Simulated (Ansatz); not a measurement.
## Resistivity from frozen vibrations: Zn(0001) with 2 thermally displaced layers, 2x2

Aim: the resistivity of Zn at 500 K from frozen thermal displacements between perfect leads.

Main program and level: Ansatz 0.2.0; Ansatz plane-wave DFT, PBE, PAW files; ballistic transport by layer matching (Landauer), zero bias; PAW set soft_1.

### Step 1. The starting structure

The cell holds 48 atoms: 48 Zn. Its edges and angles: a = 5.330 Å, b = 5.330 Å, c = 29.680 Å, α = 90.0°, β = 90.0°, γ = 120.0°. It derives from Zn. Regions: lead, 40 atoms (40 Zn); scattering region, 8 atoms (8 Zn). The structure is stacked along c, and the current runs across the ab planes.

### Step 2. With 2 displaced layers

Each atom of 2 layers is moved at random, by amounts drawn from a normal law 0.1026 Å wide in each direction from the Debye model (327 K) at 500 K. The layers about the cell's end stay perfect and serve as the lead. Disorder leaves little or no symmetry, which makes such runs dear. Energies from -0.05 to 0.05 eV in steps of 0.05 eV are too few for the program's thermal sum, so it prints no conductance; for a metal the transmission near the Fermi level serves, at a fraction of the cost.

File input.yaml:

```yaml
crystal:
  lattice:
    - [5.3296, 0.0, 0.0]
    - [-2.6648, 4.615568992, 0.0]
    - [0.0, 0.0, 29.6802]
  atoms:
    - { symbol: Zn, position: [0.1666666667, 0.3333333333, 0.0416666667] }
    - { symbol: Zn, position: [0.1666666667, 0.8333333333, 0.0416666667] }
    - { symbol: Zn, position: [0.6666666667, 0.3333333333, 0.0416666667] }
    - { symbol: Zn, position: [0.6666666667, 0.8333333333, 0.0416666667] }
    - { symbol: Zn, position: [0.3333333333, 0.1666666667, 0.125] }
    - { symbol: Zn, position: [0.3333333333, 0.6666666667, 0.125] }
    - { symbol: Zn, position: [0.8333333333, 0.1666666667, 0.125] }
    - { symbol: Zn, position: [0.8333333333, 0.6666666667, 0.125] }
    - { symbol: Zn, position: [0.1666666667, 0.3333333333, 0.2083333333] }
    - { symbol: Zn, position: [0.1666666667, 0.8333333333, 0.2083333333] }
    - { symbol: Zn, position: [0.6666666667, 0.3333333333, 0.2083333333] }
    - { symbol: Zn, position: [0.6666666667, 0.8333333333, 0.2083333333] }
    - { symbol: Zn, position: [0.3333333333, 0.1666666667, 0.2916666667] }
    - { symbol: Zn, position: [0.3333333333, 0.6666666667, 0.2916666667] }
    - { symbol: Zn, position: [0.8333333333, 0.1666666667, 0.2916666667] }
    - { symbol: Zn, position: [0.8333333333, 0.6666666667, 0.2916666667] }
    - { symbol: Zn, position: [0.1666666667, 0.3333333333, 0.375] }
    - { symbol: Zn, position: [0.1666666667, 0.8333333333, 0.375] }
    - { symbol: Zn, position: [0.6666666667, 0.3333333333, 0.375] }
    - { symbol: Zn, position: [0.6666666667, 0.8333333333, 0.375] }
    - { symbol: Zn, position: [0.3342856764, 0.1637294744, 0.4605476446] }
    - { symbol: Zn, position: [0.3293982072, 0.6547567046, 0.4595835764] }
    - { symbol: Zn, position: [0.8689704942, 0.187723869, 0.4559001139] }
    - { symbol: Zn, position: [0.8020387274, 0.6528089111, 0.4584762211] }
    - { symbol: Zn, position: [0.1194658455, 0.3284687647, 0.5373588324] }
    - { symbol: Zn, position: [0.1465163661, 0.8212323916, 0.5405730342] }
    - { symbol: Zn, position: [0.6861821383, 0.3565123601, 0.541222248] }
    - { symbol: Zn, position: [0.6855830611, 0.8185435325, 0.5428820402] }
    - { symbol: Zn, position: [0.3333333333, 0.1666666667, 0.625] }
    - { symbol: Zn, position: [0.3333333333, 0.6666666667, 0.625] }
    - { symbol: Zn, position: [0.8333333333, 0.1666666667, 0.625] }
    - { symbol: Zn, position: [0.8333333333, 0.6666666667, 0.625] }
    - { symbol: Zn, position: [0.1666666667, 0.3333333333, 0.7083333333] }
    - { symbol: Zn, position: [0.1666666667, 0.8333333333, 0.7083333333] }
    - { symbol: Zn, position: [0.6666666667, 0.3333333333, 0.7083333333] }
    - { symbol: Zn, position: [0.6666666667, 0.8333333333, 0.7083333333] }
    - { symbol: Zn, position: [0.3333333333, 0.1666666667, 0.7916666667] }
    - { symbol: Zn, position: [0.3333333333, 0.6666666667, 0.7916666667] }
    - { symbol: Zn, position: [0.8333333333, 0.1666666667, 0.7916666667] }
    - { symbol: Zn, position: [0.8333333333, 0.6666666667, 0.7916666667] }
    - { symbol: Zn, position: [0.1666666667, 0.3333333333, 0.875] }
    - { symbol: Zn, position: [0.1666666667, 0.8333333333, 0.875] }
    - { symbol: Zn, position: [0.6666666667, 0.3333333333, 0.875] }
    - { symbol: Zn, position: [0.6666666667, 0.8333333333, 0.875] }
    - { symbol: Zn, position: [0.3333333333, 0.1666666667, 0.9583333333] }
    - { symbol: Zn, position: [0.3333333333, 0.6666666667, 0.9583333333] }
    - { symbol: Zn, position: [0.8333333333, 0.1666666667, 0.9583333333] }
    - { symbol: Zn, position: [0.8333333333, 0.6666666667, 0.9583333333] }
kpoints:
  mp_grid: { grid: [5, 5, 1] }
hamiltonian:
  xc: pbe
  pseudopotentials: { kind: paw, azcp: { folder: soft_1 } }
scf:
  occupations: { method: fermi_dirac, width: 0.1 }
output:
  transmission:
    leads: [[0, 8]]
    kmesh: [10, 10]
    e_range: [-0.05, 0.05]
    de: 0.05
  write_potential: true
  write_density: true
  volumetric_format: npy
  elf: true
```

Command:

```sh
$ ansatz run input.yaml --threads 4 --pin off --max-ram 15360MiB --backend cpu --events-out ev --progress --plain --runs-dir out
```

Numbers of over 12 decimals in the logs are rounded to 6 here.

Log:

```text
Engine: ansatz 0.2.0, x86_64-unknown-linux-gnu
Pseudopotentials: kind: paw
Pseudopotential: Zn, paw, valence charge 12, recommended cutoff 420 eV (normal), soft_1/Zn.paw.azcp
Functional definition: PBE
  parameter kappa = 0.804
  parameter beta = 0.066725
  exchange = pbe_x(kappa = kappa, mu = beta*pi^2/3)
  correlation = pbe_c(beta = beta)
Crystal: 48 atoms, lattice volume = 730.107 Å³
Basis set: ecut = 420 eV, 14229 PW (Γ)
Bands: 346, of which v1, the nominal top of the filled ones, is band 288 counted from 1 (287 counted from 0)
Symmetry: 1 space group operations
Space group: P1 (ITA 1), of the structure as read, at distance tolerance 9.0e-5 Å
k-points: 13 of 25 (time reversal used)
Non-local potential: Zn, projectors of the file, l = 0: 2, l = 1: 2, l = 2: 3, l = 3: 1
PAW form: soft (Blöchl's): semilocal exchange-correlation on the pseudo side does not see the compensation charge
PAW one-centre angular grid: Zn, 590 points (default); XC on 64 Gauss nodes
Initial density: superposition of atomic densities (chi_scale 0.1, normalization cell)
Initial wavefunctions: pseudopotential atomic-orbital guess
Functional: x = pbe(κ = 0.804, μ = 0.219515), c = pbe(β = 0.066725)
SCF iter   1: F=—  HF=-159318.550622 eV  |F-HF|=—  |Δ(HF+E_count)|=         —  Δρ=5.58e-2  dr2=1.83e1  ethr=3.10e-3  ⟨swp⟩=6.2  Hψ=19537  notcnv=0  defer=140
preconditioner: auto → Kerker (q_TF=auto, 2.623 Å⁻¹)  [metal: Δε(μ)=0.005 eV  Ē_g=9.913 eV  σ=0.100 eV  W_gap=0.01  n_scr=216 (ndim 8)  ℏωp=33.0 eV  f_vac=0.000  D(μ)=10.92/eV (n_scr^D=68)]
SCF iter   2: F=—  HF=-159314.290280 eV  |F-HF|=—  |Δ(HF+E_count)|=    4.26e0  Δρ=2.25e-2  dr2=1.91e0  ethr=3.10e-3  ⟨swp⟩=2.0  Hψ=9234  notcnv=0  defer=356
SCF iter   3: F=—  HF=-159313.628255 eV  |F-HF|=—  |Δ(HF+E_count)|=   6.62e-1  Δρ=1.40e-2  dr2=1.41e0  ethr=3.32e-4  ⟨swp⟩=2.0  Hψ=9210  notcnv=0  defer=356
SCF iter   4: F=—  HF=-159313.454206 eV  |F-HF|=—  |Δ(HF+E_count)|=   1.74e-1  Δρ=6.17e-3  dr2=8.87e-2  ethr=2.45e-4  ⟨swp⟩=2.0  Hψ=8217  notcnv=0  defer=356
SCF iter   5: F=—  HF=-159313.493154 eV  |F-HF|=—  |Δ(HF+E_count)|=   3.89e-2  Δρ=6.56e-4  dr2=1.58e-3  ethr=1.54e-5  ⟨swp⟩=2.0  Hψ=8609  notcnv=0  defer=356
SCF iter   6: F=—  HF=-159313.494065 eV  |F-HF|=—  |Δ(HF+E_count)|=   9.11e-4  Δρ=5.31e-4  dr2=1.07e-3  ethr=2.74e-7  ⟨swp⟩=2.0  Hψ=7910  notcnv=0  defer=356
SCF iter   7: F=—  HF=-159313.493607 eV  |F-HF|=—  |Δ(HF+E_count)|=   4.58e-4  Δρ=1.26e-4  dr2=8.44e-5  ethr=1.85e-7  ⟨swp⟩=2.0  Hψ=7838  notcnv=0  defer=356
SCF iter   8: F=—  HF=-159313.493771 eV  |F-HF|=—  |Δ(HF+E_count)|=   1.64e-4  Δρ=2.76e-5  dr2=1.14e-5  ethr=1.46e-8  ⟨swp⟩=2.0  Hψ=7113  notcnv=0  defer=356
SCF iter   9: F=—  HF=-159313.493774 eV  |F-HF|=—  |Δ(HF+E_count)|=   2.56e-6  Δρ=1.03e-5  dr2=2.92e-6  ethr=1.99e-9  ⟨swp⟩=2.5  Hψ=7818  notcnv=0  defer=356
SCF iter  10: F=—  HF=-159313.493774 eV  |F-HF|=—  |Δ(HF+E_count)|=   1.66e-7  Δρ=1.29e-5  dr2=1.99e-6  ethr=5.08e-10  ⟨swp⟩=2.0  Hψ=7669  notcnv=0  defer=356
SCF iter  11: F=—  HF=-159313.493774 eV  |F-HF|=—  |Δ(HF+E_count)|=   3.50e-7  Δρ=2.58e-6  dr2=4.60e-7  ethr=3.45e-10  ⟨swp⟩=2.0  Hψ=7270  notcnv=0  defer=356
SCF iter  12: F=-159313.493774 eV  HF=-159313.493774 eV  |F-HF|=2.31e-8  |Δ(HF+E_count)|=   2.88e-9  Δρ=1.50e-6  dr2=3.93e-8  ethr=1.74e-11  ⟨swp⟩=10.1  Hψ=18317  notcnv=0
SCF 1 converged in 12 iterations: F = -159313.493774 eV  dr2 = 3.93e-8
  greatest PAW one-centre occupation: 0.982 electrons in one spin orbital (limit 2), on the Zn atom at site 27 (counted from 0), in its partial waves of l = 2
transmission: 237 of 2340 steps passed
transmission: 471 of 2340 steps passed
[...]
transmission: 2340 of 2340 steps passed
SCF converged after 12 iterations
Free energy (F): -159313.493774 eV
Harris-Foulkes:  -159313.493774 eV  (|F-HF|=2.31e-8)
Internal energy: -159313.146206 eV  (E = F + TS)
E sigma→0 (E₀):  -159313.319990 eV
Entropy (-TS):   -0.347568 eV (-7.241 meV/atom)
Fermi energy:    10.943674 eV
--- Per-component energies (eV) ---
  E_band       = 2303.946262
  E_kinetic    = 7066.882135
  E_local      = -84561.209480  (includes V_loc(G=0)·N_el)
  E_nonlocal   = 39214.859855
  E_hartree    = 31529.607838
  E_xc         = -3774.190558
  E_vxc        = -2462.534351  (∫ρ·V_xc dr)
  E_paw        = -90999.761567  (= ΣΔE_a)
  E_vpaw       = -20013.260315  (= ΣTr[D̂ρ^β])
  E_aug_tail   = -0.012894  (compensation charges beyond the density's cutoff)
  E_ewald      = -57789.321535
  E_smearing   = -0.347568  (= −TS)
  E_closure    = -0.000000  (closes the sum)
  Σ components = -159313.493774   (vs F -159313.493774, Δ=0.00e0)
--- Band table (eV; the first three rows and the last of 13) ---
  k-point 0: bands = [... 284 lower, 9.1321, 9.1338, 9.1526, 9.1729, 9.2856, 9.9898, 10.0186, 11.0749, ... 54 higher]
  k-point 1: bands = [... 284 lower, 10.2320, 10.2403, 10.2462, 10.2563, 10.2837, 10.3804, 11.0305, 11.5120, ... 54 higher]
  k-point 2: bands = [... 284 lower, 10.9338, 10.9543, 10.9902, 11.0035, 11.1370, 11.1489, 12.0750, 12.1146, ... 54 higher]
  k-point 12: bands = [... 284 lower, 10.0972, 10.3583, 10.3629, 10.6732, 10.7268, 10.8393, 10.8643, 11.7291, ... 54 higher]
--- Transmission ---
  basis      : 211 plane waves across, 45 finite elements along
  points     : 52, standing for a mesh of 10 x 10
  energies   : 3 from -0.050000 to 0.050000 eV about the Fermi level, 0.050000 eV apart; the leads are filled to 0.000000 eV, and channels, transmission and decay are at 0.000000 eV
  crystal 0  : Zn8, at the sites [0, 8], period 4.9467 Å, over 24.73 Å; its Hamiltonian steps by up to 5.0 meV
    offset         : up to 0.0000 Å between an atom of the period and one for which it stands
    channels       : 2.770000e0 a spin
    conductance    : none, the energies end too early or step too widely for 300 K: set another output.transmission.e_range or a lower de, or, where they end at an eighth of basis.ecutwfc, a higher one
  junction   : crystal 0 to crystal 0, 0.70 to 25.43 Å
    transmission   : 2.709885e0 a spin
    conductance    : none, the energies end too early or step too widely for 300 K: set another output.transmission.e_range or a lower de, or, where they end at an eighth of basis.ecutwfc, a higher one
```

Wall time 5.8 min (4 threads of Intel Xeon Platinum 8488C (Sapphire Rapids), shared host); peak memory 5.6 GiB.

The column dr2 measures how far the density is from self-consistency, as an energy; F and HF (Harris–Foulkes) agree once it is small.

This step gave:

```yaml
free_energy: -159313.4938 eV
energy_at_zero_smearing: -159313.3200 eV
fermi_energy: 10.94 eV
cell_area: 24.60 Å²
transmission_per_spin_nearest_the_fermi_level: 2.710
open_channels_per_spin_nearest_the_fermi_level: 2.77
step_of_the_lead_s_potential: 5 meV
```

Per spin. Table of transmission, zone mean by energy, zero at the Fermi level:

| energy (eV) | transmission, zone mean |
| --- | --- |
| -0.0500 | 2.83 |
| 0.0000 | 2.71 |
| 0.0500 | 2.87 |

Per spin. Open channels, zone mean, lead against energy, zero at the Fermi level:

| energy (eV) | open channels, zone mean, lead |
| --- | --- |
| -0.0500 | 2.89 |
| 0.0000 | 2.77 |
| 0.0500 | 3.01 |

Transmission over k1 and k2. At 0.0000 eV from the Fermi level.

Ten even steps from '0' (1.00) to '9' (4.82):
```
7740477595
5452254599
5022022055
7420000247
7752000257
7742000024
5550220220
5995452254
7595774047
7744777447
```
Columns: k1 (b1) from -0.5 to 0.4; rows upwards: k2 (b2) from -0.5 to 0.4.

Open channels over k1 and k2. At 0.0000 eV from the Fermi level.

Values, 10 rows by 10 columns:
```
4.00 4.00 3.00 1.00 3.00 4.00 4.00 3.00 5.00 3.00
3.00 3.00 3.00 2.00 2.00 3.00 3.00 3.00 5.00 5.00
3.00 1.00 2.00 2.00 1.00 2.00 2.00 1.00 3.00 3.00
4.00 3.00 2.00 1.00 1.00 1.00 1.00 2.00 3.00 4.00
4.00 4.00 3.00 2.00 1.00 1.00 1.00 2.00 3.00 4.00
4.00 4.00 3.00 2.00 1.00 1.00 1.00 1.00 2.00 3.00
3.00 3.00 3.00 1.00 2.00 2.00 1.00 2.00 2.00 1.00
3.00 5.00 5.00 3.00 3.00 3.00 2.00 2.00 3.00 3.00
4.00 3.00 5.00 3.00 4.00 4.00 3.00 1.00 3.00 4.00
4.00 4.00 3.00 3.00 4.00 4.00 4.00 3.00 3.00 4.00
```
Columns: k1 (b1) from -0.5 to 0.4; rows upwards: k2 (b2) from -0.5 to 0.4.

Electrostatic potential energy in the ca plane at fractional y = 0.164, with atoms of Zn within 0.2 Å of it. With pseudopotentials it is smooth inside the atoms' cores, unlike the true potential.

Ten even steps from '0' (-54 eV) to '9' (12 eV), each cell a mean:
```
99984358999999998422589987899985347999999999
99951015999999997200389999999972004899999999
99950015999999998300489999999962004899999999
99974247999999999745799999999985236999999999
99998789999778999989999998899998789999878999
99999999998667999999999987799999999999767899
99998889999778999988899998899999889999877999
99985358999999999743589999999985347999999999
99951015999999999400169999999972004899999999
99951015999999998400169999999962004899999999
99974247999999999732489999999985236999999999
99998789999878999987899998899998789999878999
99999999998667999999999976799999999999767899
99999899999778999877899976689999889999877999
```
Columns run along c (16.0 Å, from fractional 0.23 to 0.77 of the cell; values clipped at the 3rd and 97th percentile), rows up along a (5.3 Å). Atoms in or near the plane, at fractional coordinates: Zn at (0.29, 0.33), Zn at (0.29, 0.83), Zn at (0.46, 0.33), Zn at (0.46, 0.87), Zn at (0.62, 0.33), Zn at (0.62, 0.83).

Valence density in the ca plane at fractional y = 0.164, with atoms of Zn within 0.2 Å of it. It is the smooth field of the valence electrons, not physical close to the nuclei.

Ten steps, logarithmic in the rise over the least value, from '0' (0 e/Å³) to '9' (27 e/Å³), each cell a mean:
```
00013431000110001366310011100012442000010000
00037973000000001599510001000026984100000000
00037973000000001487410000000026984100000000
00014641000010000233200000000013552000010000
00001210000121000011000001100001110000121000
10000000001221000000000011100000000000122100
00001110000121000011100001100001110000121000
00013531000110000245310000000013542000010000
00037973000000001389620000000026984100000000
00037973000000001389720000000026984100000000
00014641000010000245310000000013552000010000
00001110000111000011100011100001110000121000
10000000001221000001000012210000000000122100
00001110000121000122100122210000110000121000
```
Columns run along c (16.0 Å, from fractional 0.23 to 0.77 of the cell), rows up along a (5.3 Å). Atoms in or near the plane, at fractional coordinates: Zn at (0.29, 0.33), Zn at (0.29, 0.83), Zn at (0.46, 0.33), Zn at (0.46, 0.87), Zn at (0.62, 0.33), Zn at (0.62, 0.83).

ELF in the ca plane at fractional y = 0.164, with atoms of Zn within 0.2 Å of it. It is the smooth field of the valence electrons, not physical close to the nuclei.

Ten even steps from '0' (0.00) to '9' (0.42), each cell a mean:
```
66442124466556664201346554556543123456555664
86430003468999853100145777887431002458999864
86420003468999854100245799997430002458999864
66432123466666654322345666676542113456666664
45554445554444555555555544445554445555444455
45567676544334455777665444444567677654433455
45555455554444455544455544445555555554444455
66442124466556654321245666666543123456655664
86430003468999754200034789986431002458999864
86420003468999754200034799986430002458999864
66432123466666654311245677775442113456666664
45554445554444555544455544455454445555444455
45577776544334456766775443344567777654433445
45555455554444555444566443445555555554444455
```
Columns run along c (16.0 Å, from fractional 0.23 to 0.77 of the cell), rows up along a (5.3 Å). Atoms in or near the plane, at fractional coordinates: Zn at (0.29, 0.33), Zn at (0.29, 0.83), Zn at (0.46, 0.33), Zn at (0.46, 0.87), Zn at (0.62, 0.33), Zn at (0.62, 0.83).

Over the solved energies the transmission per spin lies between 2.71 and 2.87, out of 2.89 channels of the lead on average (up to 3.01).

(Continued in part 2 of 2.)

[Logs are printed without paths, hosts, clocks, repeated set-up lines and the standing remarks that a program may print on its own settings, such as how far it seeks lower states.]

[Hosts, paths, dates, database ids (printed as entryN), source tags and the programs' standing remarks are cut or masked in the printed files.]
